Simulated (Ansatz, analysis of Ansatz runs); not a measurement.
# Al3GaN4 (Pm), V_N hop (3.1 Å): attempt frequency at charge +3

Aim: the prefactor of a hop in Al3GaN4 (Pm) (V_N hop (3.1 Å), charge +3) from the modes of the moving atom at the start and at the top of a path found beforehand. Model: a cell of 96 host atoms with 1 N taken out.

Program: Ansatz 0.2.0. Level of theory: plane-wave PAW DFT, PBEsol; finite-difference force constants of the moving atom alone. Results are calculated unless marked as measured.

## Step 1: The starting structure

The cell holds 95 atoms: 36 Al, 12 Ga and 47 N. Its edges and angles: a = 10.087 Å, b = 9.390 Å, c = 10.836 Å, α = 90.0°, β = 90.0°, γ = 90.0°. It derives from Al3GaN4 (space group Pm). Nearest the centre at fractional (0.558, 0.583, 0.708): Al90 at 1.37 Å, N92 at 1.58 Å, Al74 at 2.48 Å, Ga91 at 2.51 Å, N48 at 2.69 Å, N93 at 2.71 Å, N77 at 2.71 Å, N95 at 2.74 Å. The cell carries charge +3.

The cell's shortest repeat is 9.4 Å.

## Step 2: Vibrations of the moving atom at the start point

Harmonic transition-state theory takes the prefactor from the modes at the minimum and at the top. Only the moving atom is displaced, by 0.02 Å, which takes six displaced runs and a reference; the host's atoms are held.

qp3.start.modes/input.yaml

```yaml
crystal:
  lattice:
    - [10.08692303, 0.0, 0.00025291]
    - [0.0, 9.39015873, 0.0]
    - [-0.00644803, 0.0, 10.83602103]
  atoms:
    - { symbol: Al, position: [0.25016586, 0.16615157, 0.08349543] }
    - { symbol: Al, position: [-0.00063052, 0.16594719, 0.41618729] }
    - { symbol: Al, position: [0.00121155, 0.00031288, 0.16583708] }
    - { symbol: Ga, position: [0.24886463, 0.00027029, 0.33138465] }
    - { symbol: "N", position: [0.05567516, 0.00032427, 0.33311411] }
    - { symbol: "N", position: [0.06201016, 0.16652412, 0.08329984] }
    - { symbol: "N", position: [0.31244247, 0.16661305, 0.41964934] }
    - { symbol: "N", position: [0.3126076, 0.00027304, 0.16282193] }
    - { symbol: Al, position: [0.24736177, 0.16350735, 0.58079913] }
    - { symbol: Al, position: [0.00040721, 0.16538697, 0.91858643] }
    - { symbol: Al, position: [-0.00084467, 0.00030554, 0.66625282] }
    - { symbol: Ga, position: [0.24914426, 0.00029511, 0.83310487] }
    - { symbol: "N", position: [0.05592173, 0.00033726, 0.83238304] }
    - { symbol: "N", position: [0.06098102, 0.1651998, 0.58263426] }
    - { symbol: "N", position: [0.31413139, 0.16686729, 0.91934467] }
    - { symbol: "N", position: [0.31363675, 0.0002658, 0.66270137] }
    - { symbol: Al, position: [0.24971754, 0.50027633, 0.08466856] }
    - { symbol: Al, position: [0.00427148, 0.50034426, 0.40895569] }
    - { symbol: Al, position: [0.00035349, 0.33284496, 0.16375047] }
    - { symbol: Ga, position: [0.24697868, 0.32878599, 0.3306917] }
    - { symbol: "N", position: [0.0556054, 0.33199476, 0.33151858] }
    - { symbol: "N", position: [0.06142252, 0.50030851, 0.08363213] }
    - { symbol: "N", position: [0.30857749, 0.50035584, 0.42076561] }
    - { symbol: "N", position: [0.31296895, 0.33353998, 0.1631666] }
    - { symbol: Al, position: [0.24424842, 0.50029239, 0.58324205] }
    - { symbol: Al, position: [-0.00026757, 0.5003239, 0.9186943] }
    - { symbol: Al, position: [0.00498365, 0.32603974, 0.6697186] }
    - { symbol: Ga, position: [0.24692484, 0.33395687, 0.83816004] }
    - { symbol: "N", position: [0.05567103, 0.33318379, 0.83499918] }
    - { symbol: "N", position: [0.04952832, 0.50030769, 0.58323761] }
    - { symbol: "N", position: [0.31278256, 0.50035528, 0.9206295] }
    - { symbol: "N", position: [0.30740781, 0.33446184, 0.66268589] }
    - { symbol: Al, position: [0.25016519, 0.83438017, 0.08348534] }
    - { symbol: Al, position: [-0.00065052, 0.83472303, 0.41618254] }
    - { symbol: Al, position: [0.00034357, 0.66778203, 0.16375594] }
    - { symbol: Ga, position: [0.24698084, 0.67178594, 0.33068671] }
    - { symbol: "N", position: [0.05560196, 0.66867807, 0.33151696] }
    - { symbol: "N", position: [0.06200904, 0.83410176, 0.08331074] }
    - { symbol: "N", position: [0.31246531, 0.83404514, 0.4196834] }
    - { symbol: "N", position: [0.31297712, 0.66701589, 0.16316254] }
    - { symbol: Al, position: [0.24732437, 0.8369874, 0.58082375] }
    - { symbol: Al, position: [0.00041664, 0.83530124, 0.91858864] }
    - { symbol: Al, position: [0.00495762, 0.67456552, 0.66972125] }
    - { symbol: Ga, position: [0.24689681, 0.66662597, 0.83816791] }
    - { symbol: "N", position: [0.05564073, 0.66747072, 0.83500705] }
    - { symbol: "N", position: [0.06093516, 0.83539983, 0.58264111] }
    - { symbol: "N", position: [0.31411062, 0.83385986, 0.91931895] }
    - { symbol: "N", position: [0.30739526, 0.66611605, 0.66272958] }
    - { symbol: Al, position: [0.75216701, 0.16595959, 0.08386476] }
    - { symbol: Al, position: [0.49891086, 0.16615616, 0.41553681] }
    - { symbol: Al, position: [0.50087154, 0.00031749, 0.16716452] }
    - { symbol: Ga, position: [0.75024045, 0.00027531, 0.3323065] }
    - { symbol: "N", position: [0.55611816, 0.00031399, 0.33411641] }
    - { symbol: "N", position: [0.56315417, 0.16511154, 0.08391186] }
    - { symbol: "N", position: [0.81161208, 0.16752172, 0.41985399] }
    - { symbol: "N", position: [0.81263842, 0.00027452, 0.16362214] }
    - { symbol: Al, position: [0.75185287, 0.16677731, 0.5826937] }
    - { symbol: Al, position: [0.50130153, 0.16336827, 0.92115114] }
    - { symbol: Al, position: [0.5017409, 0.00030287, 0.6650421] }
    - { symbol: Ga, position: [0.75107608, 0.00029511, 0.83300343] }
    - { symbol: "N", position: [0.5560581, 0.00035836, 0.8314597] }
    - { symbol: "N", position: [0.56163323, 0.16809219, 0.58228012] }
    - { symbol: "N", position: [0.81257932, 0.16664202, 0.91976496] }
    - { symbol: "N", position: [0.81028444, 0.00031568, 0.66246287] }
    - { symbol: Al, position: [0.75084806, 0.50027575, 0.08383168] }
    - { symbol: Al, position: [0.48395931, 0.50037449, 0.37919053] }
    - { symbol: Al, position: [0.50128393, 0.3307571, 0.16090958] }
    - { symbol: Ga, position: [0.75152387, 0.33235238, 0.33138743] }
    - { symbol: "N", position: [0.55649902, 0.33222595, 0.33166752] }
    - { symbol: "N", position: [0.5613601, 0.50031412, 0.08358956] }
    - { symbol: "N", position: [0.81372491, 0.50033533, 0.41620928] }
    - { symbol: "N", position: [0.81154822, 0.3335471, 0.16257438] }
    - { symbol: Al, position: [0.81341235, 0.50025177, 0.58361271] }
    - { symbol: Al, position: [0.49934167, 0.50033785, 0.91881215] }
    - { symbol: Al, position: [0.48443927, 0.29874245, 0.68401517] }
    - { symbol: Ga, position: [0.75172418, 0.33328093, 0.83477116] }
    - { symbol: "N", position: [0.5565596, 0.33377942, 0.83453254] }
    - { symbol: "N", position: [0.81180442, 0.50033435, 0.91965355] }
    - { symbol: "N", position: [0.81339939, 0.33077708, 0.66506116] }
    - { symbol: Al, position: [0.75216514, 0.83457938, 0.08385162] }
    - { symbol: Al, position: [0.49894589, 0.83450624, 0.41556023] }
    - { symbol: Al, position: [0.50129088, 0.66989762, 0.16090005] }
    - { symbol: Ga, position: [0.75150863, 0.66823212, 0.3313902] }
    - { symbol: "N", position: [0.55649996, 0.66848207, 0.33161682] }
    - { symbol: "N", position: [0.56314837, 0.83551951, 0.08389359] }
    - { symbol: "N", position: [0.81163045, 0.83316292, 0.41985252] }
    - { symbol: "N", position: [0.81154831, 0.66701575, 0.16257143] }
    - { symbol: Al, position: [0.75189617, 0.83376592, 0.58269714] }
    - { symbol: Al, position: [0.50127915, 0.83735707, 0.92112261] }
    - { symbol: Al, position: [0.484433, 0.70183486, 0.68397212] }
    - { symbol: Ga, position: [0.75174649, 0.66729808, 0.83477362] }
    - { symbol: "N", position: [0.55657386, 0.66688473, 0.83451097] }
    - { symbol: "N", position: [0.56170093, 0.83248558, 0.58232391] }
    - { symbol: "N", position: [0.81257298, 0.83405147, 0.9197467] }
    - { symbol: "N", position: [0.8133776, 0.6697578, 0.66504404] }
  symmetry: { detect: false }
total_charge: 3
basis:
  ecutwfc: 420
  xc_grid: 2
hamiltonian:
  xc: pbesol
kpoints:
  mp_grid: { grid: [1, 1, 1], shift: [0.25, 0.25, 0.25] }
scf:
  occupations: { method: fixed }
  max_iter: 150
phonons:
  supercell: [1, 1, 1]
  displaced_sites: [91]
  amplitude: 0.02
```

Run with:

```sh
> ansatz run input.yaml --threads 32 --pin off --max-ram 84787MiB --backend cuda --events-out ev --progress --plain --runs-dir out --max-vram 78GiB
```

Numbers of over 12 decimals in the logs are rounded to 6 here.

What it wrote:

```text
Engine: ansatz 0.2.0, aarch64-unknown-linux-gnu
[...]
Pseudopotential: Al, paw, valence charge 3, recommended cutoff 420 eV (normal), Al.paw.azcp
Pseudopotential: Ga, paw, valence charge 13, recommended cutoff 420 eV (normal), Ga.paw.azcp
Pseudopotential: N, paw, valence charge 5, recommended cutoff 420 eV (normal), N.paw.azcp
Functional definition: PBEsol
[...]
Crystal: 95 atoms, lattice volume = 1026.364 Å³
Basis set: ecut = 420 eV, 20007 PW (Γ), exchange–correlation on 144×128×150 points (8 copies of the dense FFT grid, shifted against one another)
Bands: 343, of which v1, the nominal top of the filled ones, is band 248 counted from 1 (247 counted from 0)
[...]
k-points: 1
[...]
Functional: x = pbesol(κ = 0.804, μ = 0.123457), c = pbesol(β = 0.046)
SCF iter   1: F=—  HF=-81733.071827 eV  |F-HF|=—  |Δ(HF+E_count)|=         —  Δρ=1.41e-2  dr2=4.15e0  ethr=1.77e-3  ⟨swp⟩=5.0  Hψ=1173  notcnv=0  defer=92
[...]
SCF iter   2: F=—  HF=-81731.915320 eV  |F-HF|=—  |Δ(HF+E_count)|=    1.16e0  Δρ=4.67e-3  dr2=8.66e-1  ethr=8.37e-4  ⟨swp⟩=2.0  Hψ=603  notcnv=0  defer=93
[...]
SCF 1 converged in 14 iterations: F = -81731.560407 eV  dr2 = 1.93e-10
[...]
SCF iter   2: F=—  HF=-81731.558314 eV  |F-HF|=—  |Δ(HF+E_count)|=   6.00e-4  Δρ=1.85e-4  dr2=5.04e-4  ethr=3.55e-7  ⟨swp⟩=2.0  Hψ=479  notcnv=0  defer=89
[...]
SCF iter   9: F=-81731.556556 eV  HF=-81731.556556 eV  |F-HF|=2.91e-11  |Δ(HF+E_count)|=  1.16e-10  Δρ=6.39e-8  dr2=4.88e-11  ethr=1.00e-12  ⟨swp⟩=3.0  Hψ=1083  notcnv=0
SCF 2 converged in 9 iterations: F = -81731.556556 eV  dr2 = 4.88e-11
[...]
SCF 7 converged in 7 iterations: F = -81731.555969 eV  dr2 = 7.34e-11
SCF converged after 14 iterations
[...]
--- Band table (eV) ---
[...]
--- Phonons: 6 displaced members + reference (amplitude 0.02 Å, Σ member SCF iterations 48) ---
  symmetry images taken by strict's conditions (phonons.symmetry_images: auto; settled by no image being taken that strict refuses)
  force constants formed among 1 of 95 sites (N 91); the other 94 at rest. The modes move the named sites alone.
  the frequencies, the zero-point energy and the sums are of the block with the acoustic sum rule laid on its rows. Row sums over every site: 1.6e-4 eV/Å² at the most
  transpose residual: 5.3e-3 eV/Å²
  largest component of a force at the reference: 4.4e-3 eV/Å on a named site, 1.4e-2 eV/Å on a site at rest
  frequencies among the named sites at Γ of the cell (cm⁻¹): 539.74 597.94 709.86
  unstable modes among the named sites: 0
  frequencies as built, with no sum rule (cm⁻¹): 539.74 597.94 709.86
  zero-point energy: 0.114533 eV/cell   skipped modes (ω ≤ 0): 0
  not written: the harmonic force-constant file, the file of eigenvectors (these modes' are written with the force constants), the density of states and the dispersion, which are of every site
[...]
```

Run time: 2.6 s. Hardware: 1 × NVIDIA GB200 with 32 threads of Arm Neoverse V2, shared host; peak memory 1.8 GiB; 13 s of CPU time.

Read from the output:

* free energy: -81731.5604 eV
* frequencies of moving atom: 539.7, 597.9, 709.9 cm⁻¹ (negative: imaginary)

The three modes are 540, 598 and 710 cm⁻¹: all real, a minimum for this atom with the others held.

## Step 3: Vibrations of the moving atom at the top of the path

The same at the top, where the mode along the path should be imaginary.

qp3.top.modes/input.yaml

```yaml
crystal:
  lattice:
    - [10.08692303, 0.0, 0.00025291]
    - [0.0, 9.39015873, 0.0]
    - [-0.00644803, 0.0, 10.83602103]
  atoms:
    - { symbol: Al, position: [0.24855056, 0.165299, 0.0841179] }
    - { symbol: Al, position: [0.00031424, 0.16796361, 0.41712503] }
    - { symbol: Al, position: [-0.00024245, -0.00012318, 0.16574979] }
    - { symbol: Ga, position: [0.24805626, 0.00252927, 0.33226287] }
    - { symbol: "N", position: [0.05520572, 0.00178211, 0.33240291] }
    - { symbol: "N", position: [0.06121222, 0.16612954, 0.08435215] }
    - { symbol: "N", position: [0.3122311, 0.16961738, 0.41880634] }
    - { symbol: "N", position: [0.31141468, -0.00177266, 0.16235336] }
    - { symbol: Al, position: [0.2514388, 0.17129741, 0.58245667] }
    - { symbol: Al, position: [0.00260069, 0.16340965, 0.91850495] }
    - { symbol: Al, position: [-0.0004709, 0.00326728, 0.66454266] }
    - { symbol: Ga, position: [0.24587483, -0.0006606, 0.82981221] }
    - { symbol: "N", position: [0.05386307, -0.00351398, 0.83215087] }
    - { symbol: "N", position: [0.06283068, 0.1692914, 0.58323323] }
    - { symbol: "N", position: [0.31118248, 0.16217452, 0.92030187] }
    - { symbol: "N", position: [0.31301472, 0.00435434, 0.6619733] }
    - { symbol: Al, position: [0.25170523, 0.49925477, 0.08128566] }
    - { symbol: Al, position: [-0.00263591, 0.50115408, 0.41819049] }
    - { symbol: Al, position: [3.362e-05, 0.3332438, 0.1646141] }
    - { symbol: Ga, position: [0.24540715, 0.33225189, 0.33056802] }
    - { symbol: "N", position: [0.05296321, 0.33603403, 0.33283293] }
    - { symbol: "N", position: [0.06287144, 0.49927443, 0.08212768] }
    - { symbol: "N", position: [0.31159336, 0.50203092, 0.4199184] }
    - { symbol: "N", position: [0.3128717, 0.33336941, 0.16180505] }
    - { symbol: Al, position: [0.24867669, 0.50132272, 0.58319455] }
    - { symbol: Al, position: [0.00271643, 0.49677556, 0.91728303] }
    - { symbol: Al, position: [0.0032797, 0.33321025, 0.66677404] }
    - { symbol: Ga, position: [0.25023256, 0.33098628, 0.8335787] }
    - { symbol: "N", position: [0.05779998, 0.33067326, 0.83351516] }
    - { symbol: "N", position: [0.06106078, 0.500915, 0.58330299] }
    - { symbol: "N", position: [0.31929331, 0.49969856, 0.91640709] }
    - { symbol: "N", position: [0.3167036, 0.33902118, 0.66353944] }
    - { symbol: Al, position: [0.24574813, 0.83210895, 0.08516305] }
    - { symbol: Al, position: [-0.00117975, 0.83589991, 0.41551804] }
    - { symbol: Al, position: [-0.00031473, 0.66472489, 0.16479742] }
    - { symbol: Ga, position: [0.24486892, 0.67095913, 0.33175964] }
    - { symbol: "N", position: [0.05250847, 0.66689563, 0.33306877] }
    - { symbol: "N", position: [0.05829728, 0.8322681, 0.08222261] }
    - { symbol: "N", position: [0.31218909, 0.83517128, 0.41806218] }
    - { symbol: "N", position: [0.3110623, 0.66566608, 0.16264317] }
    - { symbol: Al, position: [0.24634883, 0.84239137, 0.57928368] }
    - { symbol: Al, position: [-0.00169417, 0.83037156, 0.91639164] }
    - { symbol: Al, position: [0.0094067, 0.67209982, 0.66342357] }
    - { symbol: Ga, position: [0.24808619, 0.6632682, 0.83288916] }
    - { symbol: "N", position: [0.05612535, 0.66457025, 0.83263824] }
    - { symbol: "N", position: [0.06104477, 0.83904762, 0.58074459] }
    - { symbol: "N", position: [0.31146031, 0.83024379, 0.91909323] }
    - { symbol: "N", position: [0.3049185, 0.67358989, 0.66001921] }
    - { symbol: Al, position: [0.75174588, 0.16359494, 0.08462294] }
    - { symbol: Al, position: [0.4992134, 0.17188589, 0.41748754] }
    - { symbol: Al, position: [0.49921883, 0.0016469, 0.17247866] }
    - { symbol: Ga, position: [0.75037662, 0.0020057, 0.3324884] }
    - { symbol: "N", position: [0.55615964, 0.004159, 0.33626929] }
    - { symbol: "N", position: [0.56222433, 0.16066752, 0.0858159] }
    - { symbol: "N", position: [0.8122354, 0.16866772, 0.41981123] }
    - { symbol: "N", position: [0.81144138, -0.00278869, 0.16296501] }
    - { symbol: Al, position: [0.75115806, 0.17099273, 0.58279974] }
    - { symbol: Al, position: [0.4977499, 0.15428004, 0.92385422] }
    - { symbol: Al, position: [0.50046536, 0.00879149, 0.66346536] }
    - { symbol: Ga, position: [0.75208898, -0.00365768, 0.83214582] }
    - { symbol: "N", position: [0.55663981, -0.00831522, 0.83020609] }
    - { symbol: "N", position: [0.56176337, 0.18072701, 0.58409103] }
    - { symbol: "N", position: [0.81580108, 0.15889638, 0.92211188] }
    - { symbol: "N", position: [0.81008923, 0.00415732, 0.66244653] }
    - { symbol: Al, position: [0.75097949, 0.49889601, 0.08224944] }
    - { symbol: Al, position: [0.48602846, 0.50135602, 0.37839968] }
    - { symbol: Al, position: [0.50115849, 0.33071809, 0.15715024] }
    - { symbol: Ga, position: [0.75150622, 0.33437687, 0.3328586] }
    - { symbol: "N", position: [0.55670465, 0.334234, 0.32707886] }
    - { symbol: "N", position: [0.56144266, 0.50209507, 0.07293023] }
    - { symbol: "N", position: [0.80383693, 0.50137544, 0.42698039] }
    - { symbol: "N", position: [0.81054732, 0.3329731, 0.16275614] }
    - { symbol: Al, position: [0.76716949, 0.50551022, 0.59652851] }
    - { symbol: Al, position: [0.50538557, 0.47997106, 0.90418466] }
    - { symbol: Al, position: [0.50227026, 0.33402477, 0.68510399] }
    - { symbol: Ga, position: [0.7532952, 0.32342308, 0.83665611] }
    - { symbol: "N", position: [0.56174024, 0.30648414, 0.84360036] }
    - { symbol: "N", position: [0.81353552, 0.49436788, 0.91889346] }
    - { symbol: "N", position: [0.8130759, 0.33397711, 0.6666957] }
    - { symbol: Al, position: [0.75212505, 0.83080207, 0.08384344] }
    - { symbol: Al, position: [0.49862554, 0.8377259, 0.41385429] }
    - { symbol: Al, position: [0.49883803, 0.66675354, 0.15837658] }
    - { symbol: Ga, position: [0.75086584, 0.66798586, 0.33317251] }
    - { symbol: "N", position: [0.55555119, 0.67050185, 0.32901751] }
    - { symbol: "N", position: [0.56231117, 0.83453847, 0.0858427] }
    - { symbol: "N", position: [0.81125614, 0.83493023, 0.41832455] }
    - { symbol: "N", position: [0.81060445, 0.66394141, 0.16340442] }
    - { symbol: Al, position: [0.75306939, 0.83873286, 0.58133109] }
    - { symbol: Al, position: [0.48895072, 0.85994157, 0.93447399] }
    - { symbol: Al, position: [0.48519062, 0.68961644, 0.65853274] }
    - { symbol: Ga, position: [0.76393623, 0.65473611, 0.82413382] }
    - { symbol: "N", position: [0.5769132, 0.54757106, 0.73071453] }
    - { symbol: "N", position: [0.56221873, 0.84053327, 0.58026527] }
    - { symbol: "N", position: [0.80555844, 0.82404668, 0.9166135] }
    - { symbol: "N", position: [0.82237897, 0.67648989, 0.65965906] }
  symmetry: { detect: false }
total_charge: 3
basis:
  ecutwfc: 420
  xc_grid: 2
hamiltonian:
  xc: pbesol
kpoints:
  mp_grid: { grid: [1, 1, 1], shift: [0.25, 0.25, 0.25] }
scf:
  occupations: { method: fixed }
  max_iter: 150
phonons:
  supercell: [1, 1, 1]
  displaced_sites: [91]
  amplitude: 0.02
```

What it wrote:

```text
[...]
Crystal: 95 atoms, lattice volume = 1026.364 Å³
Basis set: ecut = 420 eV, 20007 PW (Γ), exchange–correlation on 144×128×150 points (8 copies of the dense FFT grid, shifted against one another)
Bands: 343, of which v1, the nominal top of the filled ones, is band 248 counted from 1 (247 counted from 0)
[...]
k-points: 1
[...]
SCF iter   2: F=—  HF=-81729.418452 eV  |F-HF|=—  |Δ(HF+E_count)|=    1.13e0  Δρ=4.91e-3  dr2=7.55e-1  ethr=8.17e-4  ⟨swp⟩=2.0  Hψ=610  notcnv=0  defer=93
[...]
SCF 1 converged in 13 iterations: F = -81729.092268 eV  dr2 = 4.96e-10
[...]
SCF iter   2: F=—  HF=-81729.091700 eV  |F-HF|=—  |Δ(HF+E_count)|=   3.78e-4  Δρ=2.04e-4  dr2=4.13e-4  ethr=3.79e-7  ⟨swp⟩=2.0  Hψ=452  notcnv=0  defer=90
[...]
SCF iter  10: F=-81729.090422 eV  HF=-81729.090422 eV  |F-HF|=7.28e-11  |Δ(HF+E_count)|=  4.37e-11  Δρ=4.93e-8  dr2=2.27e-11  ethr=1.00e-12  ⟨swp⟩=3.0  Hψ=843  notcnv=0
[...]
SCF 3 converged in 7 iterations: F = -81729.089767 eV  dr2 = 2.33e-11
[...]
SCF 4 converged in 10 iterations: F = -81729.088564 eV  dr2 = 3.11e-11
[...]
SCF 7 converged in 7 iterations: F = -81729.091054 eV  dr2 = 2.51e-11
SCF converged after 13 iterations
[...]
--- Band table (eV) ---
[...]
transpose residual: 2.3e-3 eV/Å²
[...]
frequencies among the named sites at Γ of the cell (cm⁻¹): -72.18 388.61 716.80
  unstable modes among the named sites: 1
  frequencies as built, with no sum rule (cm⁻¹): -72.19 388.61 716.80
  zero-point energy: 0.068526 eV/cell   skipped modes (ω ≤ 0): 1, of them read as no rigid motion or as one in doubt: 1 (1.000e0 modes/cell left out, lowest -72.18 cm⁻¹)
[...]
```

Wall time 2.4 s (1 × NVIDIA GB200 with 32 threads); peak memory 1.9 GiB; 13 s of CPU time.

Numbers from this step:

* free energy: -81729.0923 eV
* frequencies of moving atom: -72.18, 388.6, 716.8 cm⁻¹ (negative: imaginary)

The three modes are 72i, 389 and 717 cm⁻¹: one imaginary, a saddle of first order for this atom with the others held.

## Step 4: Attempt frequency and hop rate

Analysis of the runs above: harmonic transition-state theory from the moving atom's modes alone (Vineyard), PBEsol.

It gives:

```yaml
attempt_frequency: 24.66 THz
```

Hop rate against temperature:

```tsv
temperature (K)	hop rate (1/s)
200	1.6e-49
300	8.5e-29
400	2.0e-18
600	4.6e-8
800	0.00697
1000	8.98
```

## Step 5: Outcome

- attempt frequency (attempt frequency and hop rate): 24.7 THz

**Reading.** The attempt frequency, the product of the three frequencies at the start over that of the two real ones at the top (Vineyard), is 24.7 THz. With the barrier of 2.47 eV it gives 4.6e-08 hops a second at 600 K along this one path; equivalent neighbouring sites multiply that. The host's atoms were held, though they move along the path too, so the prefactor is rough. What this leaves open: one k-point off the zone centre stands for the whole zone.

[Logs are printed without paths, hosts, clocks, repeated set-up lines and the standing remarks that a program may print on its own settings, such as how far it seeks lower states.]

[Hosts, paths, dates, database ids (printed as entryN), source tags and the programs' standing remarks are cut or masked in the printed files.]
